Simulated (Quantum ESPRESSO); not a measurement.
# The valence band of ScAl3 as photoemission sees it, part 2 of 2

Aim: the valence spectrum of ScAl3 from He I to hard X-rays, and which orbitals make each feature.

Quantum ESPRESSO 7.5; DFT, PBE, plane waves, ultrasoft GBRV pseudopotentials, scalar-relativistic (the session's first sound run).

So far, pressure (GPa): step 2 (the base run: self-consistent run) 0.955; step 6 (PBEsol ultrasoft GBRV, potentials gbrv-PBEsol-1.5) -1.33; step 10 (scale 0.96) 4.97.

**14. Other settings: self-consistent run: diagonalization = "cg"**

This step: DFT, PBE, plane waves, ultrasoft GBRV pseudopotentials, scalar-relativistic; changed: diagonalization = "cg" (Quantum ESPRESSO 7.5).

Some settings are changed to see whether the read-outs move.

Contents of scf.in:

```
&control
  calculation = 'scf'
  prefix = 'pes'
  outdir = './tmp'
  pseudo_dir = './pp'
  tprnfor = .true.
  tstress = .true.
/
&system
  ibrav = 0
  nat = 4
  ntyp = 2
  ecutwfc = 40.0
  ecutrho = 200.0
  occupations = 'smearing'
  nbnd = 22
  smearing = 'fd'
  degauss = 0.00367
/
&electrons
  conv_thr = 2.4e-08
  mixing_beta = 0.5
  electron_maxstep = 120
  diagonalization = 'cg'
/
ATOMIC_SPECIES
Sc 44.9559 sc_pbe_v1.uspp.F.UPF
Al 26.9815 al_pbe_v1.uspp.F.UPF
CELL_PARAMETERS angstrom
 4.087806570 0.000000000 0.000000000
 0.000000000 4.087806570 0.000000000
 0.000000000 0.000000000 4.087806570
ATOMIC_POSITIONS crystal
Sc 0.000000000 0.000000000 0.000000000
Al 0.500000000 0.500000000 0.000000000
Al 0.000000000 0.500000000 0.500000000
Al 0.500000000 0.000000000 0.500000000
K_POINTS automatic
10 10 10 0 0 0
```

The run is started by

```console
$ OMP_NUM_THREADS=1 mpirun -n 4 pw.x -nk 4 -in scf.in > scf.out
```

It took 9.8 s on 4 MPI ranks of Arm Neoverse V1, shared host.

This step gave:

```yaml
free_energy: -1558.9658 eV
fermi_energy: 9.225 eV
pressure: 0.96 GPa
```

Against step 2 (now other solver), the pressure goes from 0.955 to 0.96 GPa and the free energy stays within 0.05 meV an atom.

**15. Other settings: levels for the DOS: diagonalization = "cg"**

Contents of nscf.in:

```
&control
  calculation = 'nscf'
  prefix = 'pes'
  outdir = './tmp'
  pseudo_dir = './pp'
  verbosity = 'high'
/
&system
  ibrav = 0
  nat = 4
  ntyp = 2
  ecutwfc = 40.0
  ecutrho = 200.0
  occupations = 'smearing'
  nbnd = 22
  smearing = 'fd'
  degauss = 0.00367
/
&electrons
  conv_thr = 2.4e-08
  mixing_beta = 0.5
  electron_maxstep = 120
  diagonalization = 'cg'
  diago_full_acc = .true.
/
ATOMIC_SPECIES
Sc 44.9559 sc_pbe_v1.uspp.F.UPF
Al 26.9815 al_pbe_v1.uspp.F.UPF
CELL_PARAMETERS angstrom
 4.087806570 0.000000000 0.000000000
 0.000000000 4.087806570 0.000000000
 0.000000000 0.000000000 4.087806570
ATOMIC_POSITIONS crystal
Sc 0.000000000 0.000000000 0.000000000
Al 0.500000000 0.500000000 0.000000000
Al 0.000000000 0.500000000 0.500000000
Al 0.500000000 0.000000000 0.500000000
K_POINTS automatic
14 14 14 0 0 0
```

The run is started by

```console
$ OMP_NUM_THREADS=1 mpirun -n 4 pw.x -nk 4 -in nscf.in > nscf.out
```

Run time: 26 s. Hardware: 4 MPI ranks.

This step gave:

```yaml
fermi_energy: 9.229 eV
```

**16. Projected DOS and spectra: diagonalization = "cg"**

Contents of projwfc.in:

```
&projwfc
  prefix = 'pes'
  outdir = './tmp'
  filpdos = 'pes'
  ngauss = 0
  degauss = 0.00735
  DeltaE = 0.05
  Emin = -20.77
  Emax = 21.23
/
```

The run is started by

```console
$ OMP_NUM_THREADS=1 mpirun -n 4 projwfc.x -nk 4 -in projwfc.in > projwfc.out
```

The job ended after 1.5 s (4 MPI ranks).

This step gave:

* share of occupied states in no projected shell: 0.0052 of the occupied states in the window
* DOS at the Fermi level: 1.254 states/eV/cell

The DOS has structure finer than the step of the table below, so its rows give means over 2 eV, whole bins alone (the curve runs from -29.5 to 6.58 eV). Peaks (eV: height): total -27.7: 31.4, 2.4: 4.54; Al 3p -2.8: 1.35, -2.2: 1.54, -1.7: 2.07, 6.5: 1.71; Sc 3d -1.7: 1.01, 2.4: 2.96, 4.0: 1.71, 6.5: 0.700; Al 3s 3.5: 0.799, 4.0: 0.763, 4.6: 0.611, 5.7: 0.615; Sc 4p -5.4: 0.273, 2.9: 0.349, 3.5: 0.311, 5.8: 0.278.

Table of DOS by E, zero at the Fermi level; means over each step; values in states/eV/cell:

```tsv
E (eV)	total	Al 3p	Sc 3d	Al 3s	Sc 4p	Sc 4s	Sc 3p
-28	3.00	0.0438	2.4e-4	0.00622	0.00571	4.0e-4	2.94
-26	0	0	0	0	0	0	0
-24	0	0	0	0	0	0	0
-22	0	0	0	0	0	0	0
-20	0	0	0	0	0	0	0
-18	0	0	0	0	0	0	0
-16	0	0	0	0	0	0	0
-14	0	0	0	0	0	0	0
-12	0	0	0	0	0	0	0
-10	0.175	0.0355	4.8e-4	0.0736	0.0306	0.0340	0
-8	0.714	0.260	0.0218	0.219	0.171	0.0398	0
-6	1.06	0.451	0.0756	0.318	0.159	0.0488	0
-4	1.28	0.635	0.189	0.314	0.100	0.0309	0
-2	2.13	1.25	0.581	0.166	0.0889	0.0193	0
0	1.54	0.637	0.637	0.148	0.0421	0.0250	0
2	3.21	0.669	1.74	0.277	0.198	0.185	0
4	2.71	0.742	0.941	0.579	0.209	0.0650	0
```

Side by side:

```tsv
quantity	this run	base run	difference
DOS at the Fermi level (states/eV/cell)	1.2539	1.2537	2.0e-4
```

**17. Other settings: self-consistent run: ecutwfc = 60 and degauss = 0.00073**

This step: DFT, PBE, plane waves, ultrasoft GBRV pseudopotentials, scalar-relativistic; changed: ecutwfc = 60, degauss = 0.00073 (Quantum ESPRESSO 7.5).

Changes to scf.in since step 14:

```diff
@@ -12,4 +12,4 @@
   ntyp = 2
-  ecutwfc = 40.0
-  ecutrho = 200.0
+  ecutwfc = 60.0
+  ecutrho = 300.0
   occupations = 'smearing'
@@ -17,3 +17,3 @@
   smearing = 'fd'
-  degauss = 0.00367
+  degauss = 0.00073
 /
@@ -23,3 +23,2 @@
   electron_maxstep = 120
-  diagonalization = 'cg'
 /
```

The run is started by

```console
$ OMP_NUM_THREADS=1 mpirun -n 4 pw.x -nk 4 -in scf.in > scf.out
```

It took 15 s on 4 MPI ranks.

This step gave:

| Quantity | Value |
| --- | --- |
| free energy | -1558.9661 eV |
| Fermi energy | 9.242 eV |
| pressure | 0.9550 GPa |

Against step 2 (now cutoff 816.3 eV, smearing width 0.01 eV and other density grid), the pressure stays at 0.955 GPa and the free energy moves by -0.1 meV an atom. The pressure moves by under 1 % between these two settings.

**18. Other settings: levels for the DOS: ecutwfc = 60 and degauss = 0.00073**

Changes to nscf.in since step 15:

```diff
@@ -11,4 +11,4 @@
   ntyp = 2
-  ecutwfc = 40.0
-  ecutrho = 200.0
+  ecutwfc = 60.0
+  ecutrho = 300.0
   occupations = 'smearing'
@@ -16,3 +16,3 @@
   smearing = 'fd'
-  degauss = 0.00367
+  degauss = 0.00073
 /
@@ -22,3 +22,2 @@
   electron_maxstep = 120
-  diagonalization = 'cg'
   diago_full_acc = .true.
```

The run is started by

```console
$ OMP_NUM_THREADS=1 mpirun -n 4 pw.x -nk 4 -in nscf.in > nscf.out
```

Wall time 26 s (4 MPI ranks).

Numbers from this step:

| Quantity | Value |
| --- | --- |
| Fermi energy | 9.252 eV |

**19. Projected DOS and spectra: ecutwfc = 60 and degauss = 0.00073**

Changes to projwfc.in since step 16:

```diff
@@ -7,4 +7,4 @@
   DeltaE = 0.05
-  Emin = -20.77
-  Emax = 21.23
+  Emin = -20.75
+  Emax = 21.25
 /
```

The run is started by

```console
$ OMP_NUM_THREADS=1 mpirun -n 4 projwfc.x -nk 4 -in projwfc.in > projwfc.out
```

Wall time 1.8 s (4 MPI ranks).

This step gave:

| Item | Value |
| --- | --- |
| share of occupied states in no projected shell | 0.0051 of the occupied states in the window |
| DOS at the Fermi level | 1.342 states/eV/cell |

Simulated valence spectra by photon energy, shown to 13 eV, since a deeper line would dwarf them at some energies; the 100 % can be that line's tail at the edge; this run's widths, added to any smearing of the DOS itself: Gaussian 0.6 eV, Lorentzian 0.2 eV plus 0.05 an eV of depth. Intensity against binding energy, zero at the Fermi level; values in % of the maximum within 13 eV:

```tsv
binding energy (eV)	21.2 eV	100 eV	150 eV	1486.7 eV	8047.8 eV
-1	2.91	3.02	3.18	3.92	2.41
0	40.8	38.3	37.7	24.8	14.5
1	83.5	80.4	79.4	54.1	31.5
2	85.1	88.8	89.9	76.2	47.7
3	44.2	51.8	54.8	76.3	62.1
4	29.2	35.6	38.8	78.3	73.6
5	25.6	33.0	37.2	99.8	99.6
6	14.2	21.4	25.2	77.5	78.7
7	10.1	15.9	18.9	59.6	60.3
8	6.58	12.0	15.1	57.5	58.5
9	3.67	7.59	10.1	46.4	50.2
10	1.58	3.34	4.65	23.3	25.0
11	0.562	1.29	1.96	8.42	6.63
12	-	0.942	1.57	6.52	4.00
```

Spectra as before, but with a recipe of its own (widths, and in some runs the light), which changes peak heights and what is resolved: Gaussian 0.6 eV, Lorentzian 0.2 eV plus 0.05 times the binding energy, unpolarised light, analyser at 90°, Fermi edge at 300 K; some photon energies differ too.

The two runs compared:

```tsv
quantity	this run	base run	difference
DOS at the Fermi level (states/eV/cell)	1.3418	1.2537	0.0881
```

**20. What came out**

```
least gap on the mesh and the path                           : under 0.05 eV or none
strongest listed peak within 13 eV of the zero, at 1486.7 eV : 4.9 eV binding, mostly Al 3s
strongest listed peak within 13 eV of the zero, at 21.2 eV   : 1.6 eV binding, mostly Sc 3d
Sc 3d centre of the filled part                              : -2.23 eV (2.3 states an atom)
PBE                                                          : no clear gap, highest Al Kα peak within 13 eV at 4.9 eV (Al 3s)
PBEsol                                                       : no clear gap, highest Al Kα peak within 13 eV at 4.9 eV (Al 3s)
volume × 0.96                                                : no clear gap, highest Al Kα peak within 13 eV at 5.0 eV (Al 3s)
other settings                                               : no clear gap, highest Al Kα peak within 13 eV at 4.9 eV (Al 3s)
other settings #2                                            : no clear gap, highest Al Kα peak within 13 eV at 5.1 eV (Al 3s)
```

What this shows: ScAl3 is without a gap at the base level, and its valence spectrum changes with photon energy as the shells' cross sections do. At 21.2 eV the valence spectrum has its highest listed peaks within 10.8 eV at 0.4 eV (Sc 3d), 1.6 eV (Sc 3d) and 4.6 eV (Sc 3d). At 1486.7 eV the valence spectrum has its highest listed peaks within 13 eV at 1.7 eV (mixed, Al 3s leading), 2.2 eV (Al 3s), 2.8 eV (Al 3s), 3.5 eV (Al 3s) and 4.9 eV (Al 3s), and the deeper Sc 3p line at 27.7 eV is higher still (without the spin–orbit splitting that a measurement shows). The shell named is the one with most of the intensity, cross sections included, not always the one with most states there. In the main run, from 1486.7 eV towards hard X-rays the Al 3s share grows by 20 points, as its cross section falls more slowly with photon energy than those of the shells it gains on. At 21.2 eV the area is led by Sc 3d (86 %), at 8047.8 eV by Sc 3p (63 %), a shell that the model's window at 21.2 eV leaves out. These are Kohn–Sham levels; self-energy shifts and satellites are missing. Each run has its own recipe for the spectra (widths, photon energies, in some runs the light), so peak heights and places can differ between runs for that reason too. The structure comes from a computed Materials Project entry, not from a measurement.

[Logs are printed without paths, hosts, clocks, repeated set-up lines and the standing remarks that a program may print on its own settings, such as how far it seeks lower states.]

[Hosts, paths, dates, database ids (printed as entryN), source tags and the programs' standing remarks are cut or masked in the printed files.]

[Maps of the electrostatic potential energy from Ansatz leave out the sawtooth potential of an applied field or a dipole correction, so their vacuum need not be flat; work functions include it.]

[Peak lists hold at most the 14 tallest peaks of each spectrum; further lines can be left out.]
